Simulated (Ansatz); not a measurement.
# Na on Fe(100): change of the work function, part 3 of 6

Wanted: Δφ(θ) for Na/Fe(100), starting from the hollow site.

Ansatz 0.2.0; plane-wave DFT, PBE, Ansatz PAW.

So far, work function, upper face (eV): step 2 (the clean slab) 3.86.

**3. Adsorbate added, coverage 0.25 ML (continued)**

ELF in the ca plane at fractional y = 0.250, with atoms of Fe and Na within 0.2 Å of it. It is the smooth field of the valence electrons, not physical close to the nuclei.

Ten even steps from '0' (0.00) to '9' (0.84), each cell a mean:
```
23344432234443222444333332222221100000000000
33444222223432222234433333322211000000000000
34543257632422576324443332221100000000000000
34542269841322798313443322211100000000000000
34543257632422576224443332221100000000000000
33444222223432222234433333322211000000000000
23344432234443322444333332222221100000000000
22334433344344333444333210000122210000000000
23344321223443212344443101100013321000000000
34443235422432354224441146630012321000000000
34542269841322698313440264561002331000000000
34542269841322698313440264561002331000000000
34443235422432354224441146630012321000000000
23344321124443212344443001100013321000000000
22334443344334333444333210000122210000000000
```
Columns run along c (16.0 Å, from fractional 0.30 to 0.91 of the cell), rows up along a (5.7 Å). Atoms in or near the plane, at fractional coordinates: Fe at (0.40, 0.25), Fe at (0.51, 0.25), Fe at (0.40, 0.75), Fe at (0.51, 0.75), Na at (0.65, 0.25).

The relaxation took 4 steps and lowered the energy by 0.0091 eV; the largest force on the free atoms ends at 0.0028 eV/Å.

By hand: a sheet of dipoles makes a step −p/(ε₀A) in the electron's potential. With e/ε₀ = 180.95 V·Å, p = 0.2916 e·Å and A = 32.95 Å², that is −180.95 × (0.2916) / 32.95 = -1.602 eV, and the two vacuum levels of the run differ by -1.602 eV.

The covered face has 2.24 eV, -1.62 eV against the clean one; the bare back face has moved by +0.01 eV, a measure of how thin the slab is.

**4. Adsorbate added, coverage 0.5 ML**

System of this step: Na/Fe(100). The cell holds 22 atoms: 20 Fe and 2 Na. Its edges and angles: a = 5.740 Å, b = 5.740 Å, c = 26.017 Å, α = 90.0°, β = 90.0°, γ = 90.0°. Vacuum lies along c.

Another coverage, to see how the dipoles act on each other as their distance changes.

Input file input.yaml:

```yaml
crystal:
  lattice:
    - [5.74, 0.0, 0.0]
    - [0.0, 5.74, 0.0]
    - [0.0, 0.0, 26.0171609373]
  atoms:
    - { symbol: Fe, position: [0.0, 0.0, 0.3459255228], spin: 2.97 }
    - { symbol: Fe, position: [0.25, 0.25, 0.4010814257], spin: 2.38 }
    - { symbol: Fe, position: [0.0, 0.0, 0.455578151], spin: 2.5 }
    - { symbol: Fe, position: [0.25, 0.25, 0.5108773745], spin: 2.31 }
    - { symbol: Fe, position: [0.0, 0.0, 0.5625335051], spin: 2.92 }
    - { symbol: Fe, position: [0.0, 0.5, 0.3459255228], spin: 2.97 }
    - { symbol: Fe, position: [0.25, 0.75, 0.4010814257], spin: 2.38 }
    - { symbol: Fe, position: [0.0, 0.5, 0.455578151], spin: 2.5 }
    - { symbol: Fe, position: [0.25, 0.75, 0.5108773745], spin: 2.31 }
    - { symbol: Fe, position: [0.0, 0.5, 0.5625335051], spin: 2.92 }
    - { symbol: Fe, position: [0.5, 0.0, 0.3459255228], spin: 2.97 }
    - { symbol: Fe, position: [0.75, 0.25, 0.4010814257], spin: 2.38 }
    - { symbol: Fe, position: [0.5, 0.0, 0.455578151], spin: 2.5 }
    - { symbol: Fe, position: [0.75, 0.25, 0.5108773745], spin: 2.31 }
    - { symbol: Fe, position: [0.5, 0.0, 0.5625335051], spin: 2.92 }
    - { symbol: Fe, position: [0.5, 0.5, 0.3459255228], spin: 2.97 }
    - { symbol: Fe, position: [0.75, 0.75, 0.4010814257], spin: 2.38 }
    - { symbol: Fe, position: [0.5, 0.5, 0.455578151], spin: 2.5 }
    - { symbol: Fe, position: [0.75, 0.75, 0.5108773745], spin: 2.31 }
    - { symbol: Fe, position: [0.5, 0.5, 0.5625335051], spin: 2.92 }
    - { symbol: Na, position: [0.25, 0.25, 0.6540744772] }
    - { symbol: Na, position: [0.75, 0.75, 0.6540744772] }
magnetization:
  spin_polarized: true
kpoints:
  mp_grid: { grid: [5, 5, 1] }
hamiltonian:
  xc: pbe
scf:
  occupations: { method: fermi_dirac, width: 0.1 }
  convergence: { dr2_threshold: 1.0e-08 }
efield:
  axis: 3
  dipole_correction: true
  ramp_position: 0.97
  ramp_width: 0.06
relax:
  f_tol: 0.02
  max_steps: 60
  constraints: [{ sites: [0, 1, 5, 6, 10, 11, 15, 16] }]
output:
  bader: true
  dos: { projected: true, e_range: [-8, 4] }
  write_potential: true
  write_density: true
  volumetric_format: npy
```

Launch:

```sh
$ ansatz run input.yaml --threads 4 --pin off --max-ram 12288MiB --backend cpu --events-out ev --progress --plain --runs-dir out
```

Numbers of over 12 decimals in the logs are rounded to 6 here.

The program printed:

```text
[...]
Crystal: 22 atoms, lattice volume = 857.203 Å³
Basis set: ecut = 420 eV, 16859 PW (Γ), exchange–correlation on 80×80×360 points (8 copies of the dense FFT grid, shifted against one another)
Bands: 235, of which v1, the nominal top of the filled ones, is band 169 counted from 1 (168 counted from 0)
Symmetry: 16 space group operations
k-points: 6 of 25
[...]
Starting moments: Σ|m| = 52.32 μB on 20 of 22 sites
[...]
SCF iter   1: F=—  HF=-92572.405994 eV  |F-HF|=—  |Δ(HF+E_count)|=         —  Δρ=3.70e-2 (↑1.26e-2 ↓3.70e-2)  dr2=7.95e1  dr2_m=2.87e0  M=51.546 μB ∫|m|=52.134 μB  β_m=1.00  ethr=3.10e-3  p=0.000 e·Å  D=1.79e-7 V/Å  ΔV_dip=-0.00 eV  dr2_dipole=2.29e0  V_vac-E_F(+/−)=7.21/7.21 eV  ⟨swp⟩=9.3  Hψ=14410  notcnv=0  defer=142
[...]
SCF iter  17: F=-92573.296409 eV  HF=-92573.296409 eV  |F-HF|=3.55e-9  |Δ(HF+E_count)|=  5.82e-11  Δρ=2.18e-7 (↑1.17e-7 ↓2.18e-7)  dr2=3.07e-9  dr2_m=1.07e-10  M=52.098 μB ∫|m|=54.543 μB  ethr=1.39e-12  p=0.260 e·Å  D=5.49e-2 V/Å  ΔV_dip=-1.43 eV  dr2_dipole=5.33e-10  V_vac-E_F(+/−)=2.43/3.86 eV  ⟨swp⟩=15.3  Hψ=19491  notcnv=0
SCF 1 converged in 17 iterations: F = -92573.296409 eV  dr2 = 3.07e-9
[...]
relax step   1: F+E_penalty+E_count = -92573.29640863 eV  Δ(F+E_penalty+E_count) = +0.000e0 eV  max|allowed force component| = 8.503e-2 eV/Å  Δτ_max = 0.0000 Å  (17 SCF iters, accepted)
[...]
SCF iter  10: F=-92573.297338 eV  HF=-92573.297338 eV  |F-HF|=3.03e-9  |Δ(HF+E_count)|=   2.11e-9  Δρ=4.69e-7 (↑1.10e-7 ↓4.69e-7)  dr2=2.33e-9  dr2_m=5.77e-10  M=52.104 μB ∫|m|=54.550 μB  ethr=1.00e-12  p=0.260 e·Å  D=5.49e-2 V/Å  ΔV_dip=-1.43 eV  dr2_dipole=9.92e-11  V_vac-E_F(+/−)=2.43/3.86 eV  ⟨swp⟩=8.2  Hψ=15333  notcnv=0
SCF 2 converged in 10 iterations: F = -92573.297338 eV  dr2 = 2.33e-9
relax step   2: F+E_penalty+E_count = -92573.29733796 eV  Δ(F+E_penalty+E_count) = -9.293e-4 eV  max|allowed force component| = 5.172e-2 eV/Å  Δτ_max = 0.0031 Å  (10 SCF iters, accepted)
SCF iter   1: F=—  HF=-92573.298107 eV  |F-HF|=—  |Δ(HF+E_count)|=         —  Δρ=3.21e-4 (↑1.50e-4 ↓3.21e-4)  dr2=5.92e-4  dr2_m=3.50e-4  M=52.112 μB ∫|m|=54.560 μB  β_m=1.00  ethr=1.67e-6  p=0.260 e·Å  D=5.49e-2 V/Å  ΔV_dip=-1.43 eV  dr2_dipole=4.22e-5  V_vac-E_F(+/−)=2.43/3.86 eV  ⟨swp⟩=2.8  Hψ=4996  notcnv=0  defer=176
[...]
SCF iter  10: F=-92573.297866 eV  HF=-92573.297866 eV  |F-HF|=4.37e-11  |Δ(HF+E_count)|=   2.58e-9  Δρ=1.52e-7 (↑7.79e-8 ↓1.52e-7)  dr2=5.13e-10  dr2_m=4.67e-11  M=52.115 μB ∫|m|=54.565 μB  ethr=2.80e-12  p=0.261 e·Å  D=5.50e-2 V/Å  ΔV_dip=-1.43 eV  dr2_dipole=4.90e-11  V_vac-E_F(+/−)=2.43/3.86 eV  ⟨swp⟩=9.1  Hψ=15468  notcnv=0
SCF 3 converged in 10 iterations: F = -92573.297866 eV  dr2 = 5.13e-10
relax step   3: F+E_penalty+E_count = -92573.29786616 eV  Δ(F+E_penalty+E_count) = -5.282e-4 eV  max|allowed force component| = 1.869e-3 eV/Å  Δτ_max = 0.0048 Å  (10 SCF iters, accepted)
[...]
SCF converged after 10 iterations
Magnetization: 52.1153 μB (195.0576 up, 142.9424 down)
Absolute magnetization: 54.5669 μB (∫|ρ↑−ρ↓|, with the PAW one-centre terms)
[...]
Per-site moments (μB) at R_I (Å): [(2.970740, 1.025266), (2.394782, 1.022560), (2.476577, 1.022560), (2.310693, 1.002956), (2.809901, 1.002956), (2.970740, 1.025266), (2.393398, 1.022560), (2.476577, 1.022560), (2.307631, 1.005982), (2.809901, 1.002956), (2.970740, 1.025266), (2.393398, 1.022560), (2.476577, 1.022560), (2.307631, 1.005982), (2.809901, 1.002956), (2.970740, 1.025266), (2.394782, 1.022560), (2.476577, 1.022560), (2.310693, 1.002956), (2.809901, 1.002956), (-0.014889, 1.288265), (-0.014889, 1.288265)]
Free energy (F): -92573.297866 eV
[...]
Internal energy: -92572.521057 eV  (E = F + TS)
E sigma→0 (E₀):  -92572.909461 eV
Entropy (-TS):   -0.776809 eV (-35.310 meV/atom)
Fermi energy:    3.130561 eV
Dipole field:    D = 0.055009 V/Å  (p = 0.260589 e·Å, saw-weighted, corrected)
Work function:   Φ+ = 2.4274 eV   Φ− = 3.8586 eV
[...]
--- Forces (eV/Å), atoms counted from 1 ---
  atom   1  Fe    -0.00000000     0.00000000     0.42685481
  atom   2  Fe     0.00000000     0.00000000    -0.42132991
  atom   3  Fe     0.00000000    -0.00000000     0.00007808
  atom   4  Fe    -0.00000000     0.00000000    -0.00046627
  atom   5  Fe     0.00000000     0.00000000     0.00029349
  atom   6  Fe    -0.00000000    -0.00000000     0.42685481
  atom   7  Fe    -0.00000000     0.00000000    -0.43207989
  atom   8  Fe     0.00000000     0.00000000     0.00007808
  atom   9  Fe     0.00000000     0.00000000     0.00128739
  atom  10  Fe     0.00000000    -0.00000000     0.00029349
  atom  11  Fe    -0.00000000    -0.00000000     0.42685481
  atom  12  Fe     0.00000000     0.00000000    -0.43207989
  atom  13  Fe     0.00000000     0.00000000     0.00007808
  atom  14  Fe     0.00000000     0.00000000     0.00128739
  atom  15  Fe     0.00000000    -0.00000000     0.00029349
  atom  16  Fe    -0.00000000     0.00000000     0.42685481
  atom  17  Fe     0.00000000     0.00000000    -0.42132991
  atom  18  Fe     0.00000000    -0.00000000     0.00007808
  atom  19  Fe    -0.00000000     0.00000000    -0.00046627
  atom  20  Fe     0.00000000     0.00000000     0.00029349
  atom  21  Na     0.00000000     0.00000000    -0.00186939
  atom  22  Na     0.00000000     0.00000000    -0.00186939
  max |Σ_I F_I| component: 1.06e-5 eV/Å
--- Band table (eV; the first three rows and the last of 12) ---
  k-point 0 ↑: bands = [... 165 lower, 1.8026, 1.8353, 1.8391, 1.8951, 1.8951, 2.0319, 2.0577, 2.1123, ... 62 higher]
  k-point 1 ↑: bands = [... 165 lower, 1.8242, 1.8460, 1.8544, 1.8774, 1.9517, 1.9888, 2.0045, 2.0492, ... 62 higher]
  k-point 2 ↑: bands = [... 165 lower, 1.7602, 1.7769, 1.7822, 1.7920, 1.8414, 1.8883, 1.8941, 1.9477, ... 62 higher]
  k-point 5 ↓: bands = [... 165 lower, 4.5210, 4.5273, 4.5613, 4.5624, 4.5957, 4.5992, 4.6028, 4.6083, ... 62 higher]
--- Relaxed structure (3 steps of the walk, 3 accepted, 0 SCFs on fresh bases) ---
  F+E_penalty+E_count = -92573.29786616 eV   max|allowed force component| = 1.869e-3 eV/Å
  atoms:
    - { symbol: Fe, position: [0.0, 0.0, 0.3459255228] }
    - { symbol: Fe, position: [0.25, 0.25, 0.4010814257] }
    - { symbol: Fe, position: [0, 0, 0.455799] }
    - { symbol: Fe, position: [0.25, 0.25, 0.511179] }
    - { symbol: Fe, position: [0, 0, 0.562650] }
    - { symbol: Fe, position: [0.0, 0.5, 0.3459255228] }
    - { symbol: Fe, position: [0.25, 0.750000, 0.4010814257] }
    - { symbol: Fe, position: [0, 0.5, 0.455799] }
    - { symbol: Fe, position: [0.25, 0.750000, 0.510668] }
    - { symbol: Fe, position: [0, 0.5, 0.562650] }
    - { symbol: Fe, position: [0.5, 0.0, 0.3459255228] }
    - { symbol: Fe, position: [0.750000, 0.25, 0.4010814257] }
    - { symbol: Fe, position: [0.5, 0, 0.455799] }
    - { symbol: Fe, position: [0.750000, 0.25, 0.510668] }
    - { symbol: Fe, position: [0.5, 0, 0.562650] }
    - { symbol: Fe, position: [0.5, 0.5, 0.3459255228] }
    - { symbol: Fe, position: [0.750000, 0.750000, 0.4010814257] }
    - { symbol: Fe, position: [0.5, 0.5, 0.455799] }
    - { symbol: Fe, position: [0.750000, 0.750000, 0.511179] }
    - { symbol: Fe, position: [0.5, 0.5, 0.562650] }
    - { symbol: Na, position: [0.25, 0.25, 0.653891] }
    - { symbol: Na, position: [0.750000, 0.750000, 0.653891] }
--- Bader charges: 22 sites ---
  site symbol  charge [e]  shift [e]    m [muB]
     0     Fe      0.0555     0.0001     3.1112
     1     Fe     -0.0667     0.0000     2.3366
     2     Fe      0.0295     0.0001     2.4388
     3     Fe     -0.0805     0.0001     2.2641
     4     Fe     -0.2281     0.0000     2.8952
     5     Fe      0.0555     0.0001     3.1112
     6     Fe     -0.0658     0.0000     2.3358
     7     Fe      0.0295     0.0001     2.4388
     8     Fe     -0.0730     0.0001     2.2605
     9     Fe     -0.2281     0.0000     2.8952
    10     Fe      0.0555     0.0001     3.1112
    11     Fe     -0.0659     0.0000     2.3358
    12     Fe      0.0295     0.0001     2.4388
    13     Fe     -0.0730     0.0001     2.2605
    14     Fe     -0.2281     0.0000     2.8952
    15     Fe      0.0555     0.0001     3.1112
    16     Fe     -0.0667     0.0000     2.3366
    17     Fe      0.0295     0.0001     2.4388
    18     Fe     -0.0805     0.0001     2.2641
    19     Fe     -0.2281     0.0000     2.8952
    20     Na      0.5721     0.0001    -0.0296
    21     Na      0.5721     0.0001    -0.0296
  estimated error of the sums over rays = 7.0e-4 e
```

It took 8.5 min on 4 threads of Arm Neoverse V1, shared host; peak memory 5.1 GiB; 32 min of CPU time.

Relaxation path:

```tsv
step	energy less that of the first step (eV)	largest force component (eV/Å)
1	0.0000	0.0850
2	-0.0009	0.0517
3	-0.0015	0.0019
```

The run keeps the 16 symmetry operations that it works with, so distortions that break them were not tested.

Final coordinates:

```cif
data_structure
_symmetry_space_group_name_H-M 'P 1'
_symmetry_Int_Tables_number 1
_cell_length_a 5.7400
_cell_length_b 5.7400
_cell_length_c 26.0172
_cell_angle_alpha 90.000
_cell_angle_beta 90.000
_cell_angle_gamma 90.000
_cell_volume 857.20
loop_
_atom_site_label
_atom_site_type_symbol
_atom_site_fract_x
_atom_site_fract_y
_atom_site_fract_z
_atom_site_occupancy
Fe1 Fe 0.00000 0.00000 0.34593 1
Fe2 Fe 0.25000 0.25000 0.40108 1
Fe3 Fe 0.00000 0.00000 0.45580 1
Fe4 Fe 0.25000 0.25000 0.51118 1
Fe5 Fe 0.00000 0.00000 0.56265 1
Fe6 Fe 0.00000 0.50000 0.34593 1
Fe7 Fe 0.25000 0.75000 0.40108 1
Fe8 Fe 0.00000 0.50000 0.45580 1
Fe9 Fe 0.25000 0.75000 0.51067 1
Fe10 Fe 0.00000 0.50000 0.56265 1
Fe11 Fe 0.50000 0.00000 0.34593 1
Fe12 Fe 0.75000 0.25000 0.40108 1
Fe13 Fe 0.50000 0.00000 0.45580 1
Fe14 Fe 0.75000 0.25000 0.51067 1
Fe15 Fe 0.50000 0.00000 0.56265 1
Fe16 Fe 0.50000 0.50000 0.34593 1
Fe17 Fe 0.75000 0.75000 0.40108 1
Fe18 Fe 0.50000 0.50000 0.45580 1
Fe19 Fe 0.75000 0.75000 0.51118 1
Fe20 Fe 0.50000 0.50000 0.56265 1
Na21 Na 0.25000 0.25000 0.65389 1
Na22 Na 0.75000 0.75000 0.65389 1
```

This step gave:

- energy at zero smearing: -92572.9095 eV
- total moment: 52.12 μB
- work function, upper face: 2.427 eV
- work function, lower face: 3.859 eV
- dipole along the normal: 0.2606 e·Å
- step between the vacuum levels: -1.431 eV

Running mean over 1.435 Å of the planar mean; the ramp of the sawtooth is left out. The electron's electrostatic potential energy less the Fermi level by z:

```tsv
z (Å)	electron's electrostatic potential energy less the Fermi level (eV)
3.5	3.86
4.0	3.86
4.5	3.86
5.0	3.85
5.5	3.85
6.0	3.82
6.5	3.73
7.0	3.42
7.5	2.44
8.0	-0.874
8.5	-5.85
9.0	-9.01
9.5	-9.58
10.0	-9.59
10.5	-9.59
11.0	-9.64
11.5	-9.62
12.0	-9.56
12.5	-9.56
13.0	-9.66
13.5	-10.2
14.0	-10.5
14.5	-9.78
15.0	-7.05
15.5	-2.48
16.0	0.339
16.5	-0.624
17.0	-1.64
17.5	-1.17
18.0	0.580
18.5	1.62
19.0	2.04
19.5	2.25
20.0	2.35
20.5	2.39
21.0	2.41
21.5	2.42
22.0	2.42
22.5	2.43
```

The density of states has structure finer than the step of the table below, so its rows give means over 0.5 eV, whole bins alone (the curve runs from -8 to 1.98 eV). Peaks (eV: height): total -3.22: 69.9, -2.47: 55.6, -1.62: 59.5, -1.56: 58.9, -1.35: 113, -1.14: 88.9, 1.44: 56.4; up -3.22: 65.6, -2.74: 39.8, -2.65: 42.6, -1.35: 48.4, -1.14: 63.5, -1.08: 51.3, -0.96: 44.5; down -1.62: 47.4, -1.56: 35.8, -1.35: 65.1, -0.99: 31.8, 1.44: 52.8, 1.65: 33.9, 1.86: 51.0.

The density of states by energy, zero at the Fermi level; means over each step; values in states/eV a cell:

```tsv
energy (eV)	total	up	down
-7.5	1.20	0.670	0.535
-7.0	1.80	0.872	0.933
-6.5	1.35	0.875	0.480
-6.0	3.21	1.45	1.76
-5.5	3.14	1.78	1.36
-5.0	4.83	3.88	0.952
-4.5	14.4	12.1	2.29
-4.0	19.9	16.5	3.47
-3.5	26.8	22.2	4.61
-3.0	34.0	28.3	5.68
-2.5	39.5	25.8	13.7
-2.0	31.5	21.8	9.71
-1.5	49.1	25.8	23.3
-1.0	54.2	31.5	22.7
-0.5	30.2	15.4	14.8
0.0	22.1	6.51	15.6
0.5	21.6	3.98	17.6
1.0	23.1	4.02	19.1
1.5	34.0	5.37	28.6
```

Projected DOS per atom over height of the atomic layer and energy from the Fermi level. Layers: Fe4 Fe4 Fe4 Fe4 Fe4 Na2 from below.

Ten even steps from '_' (0.00 states/eV) to '@' (3.08 states/eV), each cell a mean:
```
==******==..
++++====--..
==::::::++..
++..::..++..
==::::::==..
--++==++--__
++@@@@@@**..
**@@%%@@##__
**====--**__
##======##__
%%--==--**__
++==++==++__
==--::----__
----------__
..::::::..__
____________
____________
____________
____________
____________
____________
____________
```
Columns: height of the atomic layer (Å) from 9 to 17.0 (not evenly spaced); rows upwards: energy from the Fermi level (eV) from -7.96 to 1.95.

Projected DOS per atom, spin up over height of the atomic layer and energy from the Fermi level. Layers: Fe4 Fe4 Fe4 Fe4 Fe4 Na2 from below.

Ten even steps from '_' (0.00 states/eV) to '@' (2.18 states/eV), each cell a mean:
```
____________
____________
__________..
__________..
__..::::__..
..==--++..__
--@@%%@@--__
==%%**##++__
##--==::**__
##::--::%%__
@@--==--##__
##==**++**__
++==::====__
==--==--==__
..::--::..__
____________
____________
____________
____________
____________
____________
____________
```
Columns: height of the atomic layer (Å) from 9 to 17.0 (not evenly spaced); rows upwards: energy from the Fermi level (eV) from -7.96 to 1.95.

Projected DOS per atom, spin down over height of the atomic layer and energy from the Fermi level. Layers: Fe4 Fe4 Fe4 Fe4 Fe4 Na2 from below.

Values in states/eV, 22 rows by 6 columns, each cell a mean:
```
1.21 1.77 1.96 1.80 1.26 0.18
1.63 1.43 1.17 1.26 0.99 0.14
1.22 0.52 0.65 0.50 1.42 0.17
1.67 0.23 0.52 0.18 1.41 0.17
1.19 0.42 0.34 0.41 1.18 0.16
0.66 0.70 0.66 0.67 0.54 0.12
1.01 1.03 1.09 0.98 1.05 0.34
0.89 1.09 1.07 1.22 1.08 0.21
0.38 0.58 0.42 0.55 0.43 0.02
0.52 0.71 0.62 0.69 0.45 0.05
0.31 0.40 0.45 0.51 0.41 0.05
0.17 0.29 0.35 0.29 0.20 0.02
0.14 0.20 0.30 0.22 0.16 0.03
0.09 0.10 0.13 0.10 0.10 0.02
0.10 0.15 0.12 0.15 0.11 0.01
0.03 0.05 0.05 0.05 0.03 0.00
0.06 0.10 0.07 0.09 0.06 0.01
0.06 0.11 0.08 0.11 0.07 0.01
0.01 0.03 0.04 0.03 0.01 0.00
0.02 0.06 0.08 0.06 0.02 0.00
0.01 0.04 0.05 0.04 0.01 0.00
0.00 0.01 0.01 0.01 0.00 0.00
```
Columns: height of the atomic layer (Å) from 9 to 17.0 (not evenly spaced); rows upwards: energy from the Fermi level (eV) from -7.96 to 1.95.

Site moment by atom:

```tsv
atom	site moment (μB)
Fe1	2.97
Fe2	2.39
Fe3	2.48
Fe4	2.31
Fe5	2.81
Fe6	2.97
Fe7	2.39
Fe8	2.48
Fe9	2.31
Fe10	2.81
Fe11	2.97
Fe12	2.39
Fe13	2.48
Fe14	2.31
Fe15	2.81
Fe16	2.97
Fe17	2.39
Fe18	2.48
Fe19	2.31
Fe20	2.81
Na21	-0.01
Na22	-0.01
```

The relaxation took 3 steps and lowered the energy by 0.0015 eV; the largest force on the free atoms ends at 0.0019 eV/Å.

The covered face has 2.43 eV, -1.43 eV against the clean one; the bare back face has moved by +0.03 eV, a measure of how thin the slab is.

**5. Work function against coverage**

This step: plane-wave DFT, PBE, Ansatz PAW; work function against coverage (Ansatz 0.2.0).

The runs are now put side by side.

Numbers from this step:

```
work function of the clean face     : 3.856 eV
largest change of the work function : -1.617 eV
```

Work function of the covered face against coverage:

```tsv
coverage (adsorbates/nm²)	work function of the covered face (eV)
0.00	3.86
3.04	2.24
6.07	2.43
```

The dipole per adsorbate comes from the change of the cell's dipole. Coverage, by row:

```tsv
coverage (1/nm²)	coverage (ML)	work function (eV)	change (eV)	dipole per adsorbate, positive end outwards (debye)	mean height of the added atoms over the highest substrate atom (Å)
3.035	0.25	2.239	-1.617	1.423	2.297
6.07	0.5	2.427	-1.429	0.637	2.374
```

(Continued in part 4 of 6.)

[Logs are printed without paths, hosts, clocks, repeated set-up lines and the standing remarks that a program may print on its own settings, such as how far it seeks lower states.]

[Hosts, paths, dates, database ids (printed as entryN), source tags and the programs' standing remarks are cut or masked in the printed files.]

[Maps of the electrostatic potential energy from Ansatz leave out the sawtooth potential of an applied field or a dipole correction, so their vacuum need not be flat; planar profiles and work functions include it.]

[The density of states shown here was stored with 400 of the rows of the run's finer table, so its peaks can read low, often by over a quarter, or be missed, and its means over a window can be off by a tenth or more.]
